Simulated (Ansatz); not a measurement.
## How fast states decay through LuScS2F2

Wanted: the relaxed cell of LuScS2F2, its band edges and its decay constants. It is built by putting Sc for part of the Lu in the LuSF structure of space group R-3m, with the volume rescaled by atomic radii. The parent structure comes from the Materials Project.

Main program and level: Ansatz 0.2.0; LDA DFT, plane waves, PAW files, in the first sound run; inputs show where later runs differ.

Report form: the programs' logs are mostly left out.

The structure was built from a prototype and need not be the compound's stable phase.

## Step 1: Starting point

It takes space group R-3m (No. 166, trigonal). Conventional cell: a = 3.859 Å, b = 3.859 Å, c = 24.149 Å, α = 90.00°, β = 90.00°, γ = 120.00°. Nearest to Sc lie 6 S at 2.63 Å. Nearest to Lu lie 6 F at 2.23 Å and 2 S at 2.63 Å. Nearest to S lie 3 Sc at 2.63 Å and 1 Lu at 2.63 Å. Nearest to F lie 3 Lu at 2.23 Å and 3 F at 2.23 Å. It derives from LuSF. Sc for part of the Lu in the LuSF structure of space group R-3m. Farther neighbours and most contacts between anions are not listed.

As a file:

```cif
data_structure
_symmetry_space_group_name_H-M 'P 1'
_symmetry_Int_Tables_number 1
_cell_length_a 8.3524
_cell_length_b 8.3524
_cell_length_c 8.3524
_cell_angle_alpha 26.714
_cell_angle_beta 26.714
_cell_angle_gamma 26.714
_cell_volume 103.82
loop_
_atom_site_label
_atom_site_type_symbol
_atom_site_fract_x
_atom_site_fract_y
_atom_site_fract_z
_atom_site_occupancy
Sc1 Sc 0.00000 0.00000 0.00000 1
Lu2 Lu 0.50000 0.50000 0.50000 1
S3 S 0.60894 0.60894 0.60894 1
S4 S 0.39106 0.39106 0.39106 1
F5 F 0.83237 0.83237 0.83237 1
F6 F 0.16763 0.16763 0.16763 1
```

## Step 2: Cell and atoms at rest

The substituted atoms don't fit the parent's cell, so cell and atoms relax together. A small smearing keeps the run stable in case the gap closes on the way.

input.yaml

```yaml
crystal:
  lattice:
    - [1.9295416683, 1.1140214016, 8.0497096697]
    - [-1.9295416683, 1.1140214016, 8.0497096697]
    - [0.0, -2.2280428033, 8.0497096697]
  atoms:
    - { symbol: Sc, position: [0.0, 0.0, 0.0] }
    - { symbol: Lu, position: [0.5, 0.5, 0.5] }
    - { symbol: S, position: [0.60894203, 0.60894203, 0.60894203] }
    - { symbol: S, position: [0.39105797, 0.39105797, 0.39105797] }
    - { symbol: F, position: [0.8323716, 0.8323716, 0.8323716] }
    - { symbol: F, position: [0.1676284, 0.1676284, 0.1676284] }
kpoints:
  mp_grid: { grid: [6, 6, 6] }
scf:
  occupations: { method: gaussian, width: 0.03 }
hamiltonian:
  xc: lda
output:
  forces: true
  stress: true
relax:
  f_tol: 0.02
  max_steps: 60
  cell: {}
```

The run is started by

```
$ ansatz run input.yaml --threads 2 --pin off --max-ram 4096MiB --backend cpu --events-out ev --progress --plain --runs-dir out
```

The job ended after 49 s (2 threads of Arm Neoverse V2, shared host; peak memory 0.46 GiB).

Step by step:

```
step  energy less that of the first step (eV)  largest force component (eV/Å)  pressure (GPa)  volume (Å³)
   1                                   0.0000                          0.7663           -2.51       103.82
   2                                  -0.0109                          0.8471            1.39       100.51
   3                                  -0.0722                          0.1026           -0.09       101.55
   4                                  -0.0809                          0.1571           -0.07       101.47
   5                                  -0.1325                          0.2860           -0.25       101.16
   6                                  -0.2291                          0.1574           -1.28       100.48
   7                                  -0.1948                          0.5212           -0.44        98.01
   8                                  -0.2496                          0.0683            0.43        98.80
   9                                  -0.2506                          0.0056           -0.01        98.99
 10*                                  -0.2427                          0.0053           -0.16        98.99
  11                                  -0.2432                          0.0031            0.02        98.81
 12*                                  -0.2428                          0.0031            0.01        98.81
```

Relaxation steps marked * repeat the geometry before them on a plane-wave basis chosen anew for their cell, so energy and pressure can jump there. Relaxation step 7 was tried and not accepted.

The run keeps the 12 symmetry operations that it works with, so distortions that break them were not tested.

```
conventional cell, symmetrised  before   after  change
                         a (Å)   3.859   3.768  -2.4 %
                         b (Å)   3.859   3.768  -2.4 %
                         c (Å)  24.149  24.110  -0.2 %
              volume (Å³/atom)   17.30   16.47  -4.8 %
```

The atoms that moved most (Å, as changes of fractional coordinates times the final cell):

```
atom     dx     dy      dz  length
  F5  0.000  0.000  -0.422   0.422
  F6  0.000  0.000   0.422   0.422
  S3  0.000  0.000   0.042   0.042
  S4  0.000  0.000  -0.042   0.042
```

Final coordinates:

```xyz
6
Lattice="1.8839 1.0877 8.0366 -1.8839 1.0877 8.0366 0.0000 -2.1754 8.0366" Properties=species:S:1:pos:R:3 pbc="T T T"
Sc    0.0000    0.0000    0.0000
Lu    0.0000    0.0000   12.0548
S     0.0000    0.0000   14.7234
S     0.0000    0.0000    9.3863
F     0.0000    0.0000   19.6463
F     0.0000    0.0000    4.4634
```

This step gave:

```
free energy  : -19920.5395 eV
Fermi energy : 9.683 eV
pressure     : 0.01263 GPa
```

The largest force component on a free atom ends at 0.0031 eV/Å.

## Step 3: Band edges

The energy window and the wavevectors of the next steps follow from the band edges, so these are searched first, off the mesh as well.

input.yaml

```yaml
crystal:
  lattice:
    - [1.8839440412, 1.0876955993, 8.0365647322]
    - [-1.8839440412, 1.0876955993, 8.0365647322]
    - [0.0, -2.1753911987, 8.0365647322]
  atoms:
    - { symbol: Sc, position: [0.0, 0.0, 0.0] }
    - { symbol: Lu, position: [0.5, 0.5, 0.5] }
    - { symbol: S, position: [0.6106820278, 0.6106820278, 0.6106820278] }
    - { symbol: S, position: [0.3893179722, 0.3893179722, 0.3893179722] }
    - { symbol: F, position: [0.8148722439, 0.8148722439, 0.8148722439] }
    - { symbol: F, position: [0.1851277561, 0.1851277561, 0.1851277561] }
kpoints:
  mp_grid: { grid: [8, 8, 8] }
  band_path: { path: [VBM, CBM], npoints: 30 }
scf:
  occupations: { method: fixed }
hamiltonian:
  xc: lda
output:
  eigenvalues: true
  write_potential: true
  write_density: true
  volumetric_format: npy
```

The job ended after 16 s (2 threads; peak memory 0.49 GiB).

Numbers from this step:

| Property | Result |
| --- | --- |
| free energy | -19920.5416 eV |
| Fermi energy | 8.899 eV |
| gap on the k-mesh | 1.568 eV |
| gap on path | 1.568 eV, by band count; negative where bands overlap |
| direct gap on path | 2.330 eV |
| edge places on path | 0, 0.9974 1/A along the path |

Electronic bands along the path, in eV, zero at the Fermi level (highest filled level under fixed occupations); v1 is the highest filled band, c1 the lowest empty one:

```
  point     v4     v3     v2     v1    c1    c2    c3    c4
    VBM  -2.02  -0.57   0.00   0.00  2.33  2.33  2.48  3.69
halfway  -1.87  -1.85  -0.72  -0.67  1.95  3.04  3.20  3.76
    CBM  -2.49  -1.73  -1.28  -1.13  1.57  3.32  3.39  3.89
```

The searched edges give 1.57 eV, as on the mesh.

## Step 4: Complex bands, plane (101)

This step: LDA DFT, plane waves, PAW files; complex bands by layer matching along the plane's normal (Ansatz 0.2.0).

The same crystal is laid in a cell whose first two vectors span the (101) plane (indices of the standard conventional cell, whose axes can be ordered otherwise than in the bulk input). At fixed energy and wavevector in the plane the solver finds all kz, real and complex. A few wavevectors are listed, (0, 0) and (0, -0.5) in units of the plane's reciprocal vectors; the slowest state needn't be among them.

input.yaml

```yaml
crystal:
  lattice:
    - [3.767888082, 0.0, 0.0]
    - [1.883944041, 8.109836892, 0.0]
    - [1.883944041, -0.437646922, 3.233604896]
  atoms:
    - { symbol: Sc, position: [0.0, 0.0, 0.0] }
    - { symbol: Lu, position: [0.0, 0.5, 0.5] }
    - { symbol: S, position: [0.7786359444, 0.8320460834, 0.6106820278] }
    - { symbol: S, position: [0.2213640556, 0.1679539166, 0.3893179722] }
    - { symbol: F, position: [0.3702555122, 0.4446167317, 0.8148722439] }
    - { symbol: F, position: [0.6297444878, 0.5553832683, 0.1851277561] }
kpoints:
  mp_grid: { grid: [8, 8, 8] }
scf:
  occupations: { method: fixed }
hamiltonian:
  xc: lda
output:
  eigenvalues: true
  transmission:
    leads: [[0, 0]]
    kpoints: [[0.0, 0.0], [0.0, -0.5]]
    e_range: [-1.0, 2.57]
    de: 0.09
```

Wall time 61 s (2 threads); peak memory 0.82 GiB; 1.7 min of CPU time.

Numbers from this step:

```yaml
level_to_which_the_leads_are_filled: 0.7842 eV from the Fermi level
decay_constant_at_the_filling_level_zone_centre: 0.1923 Å⁻¹
decay_constant_at_the_filling_level_slowest_listed_point: 0.1923 Å⁻¹
```

K parallel (0, 0); values up to 1.5 1/Å, a degenerate pair printed once or twice; energies at which all values exceed this have no row. Table of Im kz of the slowest decaying states by energy, zero at the highest filled level on the SCF mesh:

```
energy (eV)  decay 1 (Å⁻¹)  decay 2 (Å⁻¹)  decay 3 (Å⁻¹)  decay 4 (Å⁻¹)
      -1.00          0.249          0.534          0.572          0.591
      -0.73          0.190          0.544          0.578          0.588
      -0.46         0.0336          0.555          0.580          0.583
      -0.28          0.203          0.568          0.585          0.875
      -0.01          0.289          0.568          0.587          0.875
       0.26          0.122          0.201          0.339          0.565
       0.53          0.166          0.262          0.372          0.561
       0.80          0.192          0.293          0.396          0.554
       0.98          0.204          0.303          0.407          0.547
       1.25          0.215          0.305          0.419          0.531
       1.52          0.217          0.292          0.425          0.502
       1.79          0.208          0.261          0.320          0.425
       1.97          0.193          0.227          0.421          0.512
       2.24          0.125          0.133          0.410          0.482
       2.51          0.255          0.396          0.415          0.501
```

K parallel (0, 0). Re kz of states that move upwards against energy, zero at the highest filled level on the SCF mesh:

```
energy (eV)  channel 1 (Å⁻¹)  channel 2 (Å⁻¹)  channel 3 (Å⁻¹)  channel 4 (Å⁻¹)
      -1.00           -0.665           -0.644           -0.297                -
      -0.82           -0.586           -0.527           -0.261                -
      -0.64           -0.492           -0.430           -0.223                -
      -0.46           -0.340           -0.188                -                -
      -0.28           -0.249           -0.140                -                -
      -0.10           -0.140          -0.0808                -                -
      -0.01          -0.0428          -0.0250                -                -
       0.08                -                -                -                -
       0.26                -                -                -                -
       0.44                -                -                -                -
       0.62                -                -                -                -
       0.80                -                -                -                -
       0.89                -                -                -                -
       1.07                -                -                -                -
       1.25                -                -                -                -
       1.43                -                -                -                -
       1.61                -                -                -                -
       1.79                -                -                -                -
       1.97           -0.702                -                -                -
       2.15           -0.439                -                -                -
       2.33           -0.165          0.00714           0.0118                -
       2.51           0.0871            0.197                -                -
```

K parallel (0, -0.5); values up to 1.5 1/Å, a degenerate pair printed once or twice; energies at which all values exceed this have no row. The Im kz of the slowest decaying states by energy, zero at the highest filled level on the SCF mesh:

```
energy (eV)  decay 1 (Å⁻¹)  decay 2 (Å⁻¹)  decay 3 (Å⁻¹)  decay 4 (Å⁻¹)
      -1.00          0.206          0.355          0.527          0.599
      -0.73          0.304          0.403          0.539          0.608
      -0.46          0.361          0.430          0.547          0.614
      -0.28          0.390          0.441          0.550          0.618
      -0.01          0.112          0.184          0.423          0.452
       0.26          0.172          0.270          0.449          0.457
       0.53          0.208          0.312          0.455          0.468
       0.80          0.232          0.332          0.442          0.481
       0.98          0.242          0.337          0.418          0.485
       1.25          0.252          0.332          0.341          0.485
       1.52          0.142          0.254          0.314          0.475
       1.79          0.247          0.279          0.457          0.464
       1.97          0.234          0.242          0.439          0.455
       2.24          0.141          0.185          0.403          0.438
       2.51          0.198          0.365          0.416          0.603
```

K parallel (0, -0.5). Table of Re kz of states that move upwards by energy, zero at the highest filled level on the SCF mesh:

```
energy (eV)  channel 1 (Å⁻¹)  channel 2 (Å⁻¹)
      -1.00           -0.712           -0.348
      -0.91           -0.627           -0.326
      -0.82           -0.558           -0.304
      -0.73           -0.497           -0.282
      -0.64           -0.441           -0.259
      -0.55           -0.387           -0.234
      -0.46           -0.332           -0.208
      -0.37           -0.275           -0.179
      -0.28           -0.208           -0.143
      -0.19           -0.101          -0.0808
      -0.01                -                -
       0.08                -                -
       0.17                -                -
       0.26                -                -
       0.35                -                -
       0.44                -                -
       0.53                -                -
       0.62                -                -
       0.71                -                -
       0.80                -                -
       0.89                -                -
       0.98                -                -
       1.07                -                -
       1.16                -                -
       1.25                -                -
       1.34                -                -
       1.43                -                -
       1.52                -                -
       1.70           -0.780                -
       1.79           -0.702                -
       1.88           -0.635                -
       1.97           -0.573                -
       2.06           -0.511                -
       2.15           -0.447                -
       2.24           -0.371                -
       2.33           -0.255                -
       2.42           0.0646                -
       2.51            0.131                -
```

At the listed wavevectors the last open channel is at -0.01 eV and the next at +1.61 eV on the grid. At +0.80 eV, the grid energy nearest the filling level (the middle of the gap on the SCF mesh), the slowest state at the listed wavevectors decays with κ = 0.192 Å⁻¹, its amplitude falling by e over 5.2 Å. Through 1 nm of this crystal that state's transmission falls by exp(−2 × 0.192 Å⁻¹ × 10 Å) = 0.021.

## Step 5: Decay over the two-dimensional zone

The listed points could miss the slowest state, so one energy near mid-gap is solved on a mesh of 14×6.

Edit input.yaml of step 4 so:

```diff
@@ -20,6 +20,2 @@
   eigenvalues: true
-  transmission:
-    leads: [[0, 0]]
-    kpoints: [[0.0, 0.0], [0.0, -0.5]]
-    e_range: [-1.0, 2.57]
-    de: 0.09
+  transmission: { leads: [[0, 0]], kmesh: [14, 6], e_range: [0.78, 0.79], de: 0.05 }
```

Run time: 80 s. Hardware: 2 threads; peak memory 0.82 GiB.

Numbers from this step:

```yaml
least_decay_constant_on_the_mesh: 0.1907 Å⁻¹
```

Slowest decay constant (1/Å; 0 where a channel is open) over k1 and k2. At 0.7800 eV from the Fermi level.

Ten even steps from '0' (0.191) to '9' (0.297):
```
67899872678876
66799760578997
56788750578876
67998750679976
66788762789987
56799883889976
```
Columns: k1 (b1) from -0.5 to 0.429; rows upwards: k2 (b2) from -0.5 to 0.333.

The least value on the mesh is 0.191 Å⁻¹ at +0.78 eV. At that energy the listed points give about 0.191 Å⁻¹ by interpolation, so the mesh holds no clearly slower state.

(Continued in part 2 of 2.)

[Logs are printed without paths, hosts, clocks, repeated set-up lines and the standing remarks that a program may print on its own settings, such as how far it seeks lower states.]

[Hosts, paths, dates, database ids (printed as entryN), source tags and the programs' standing remarks are cut or masked in the printed files.]
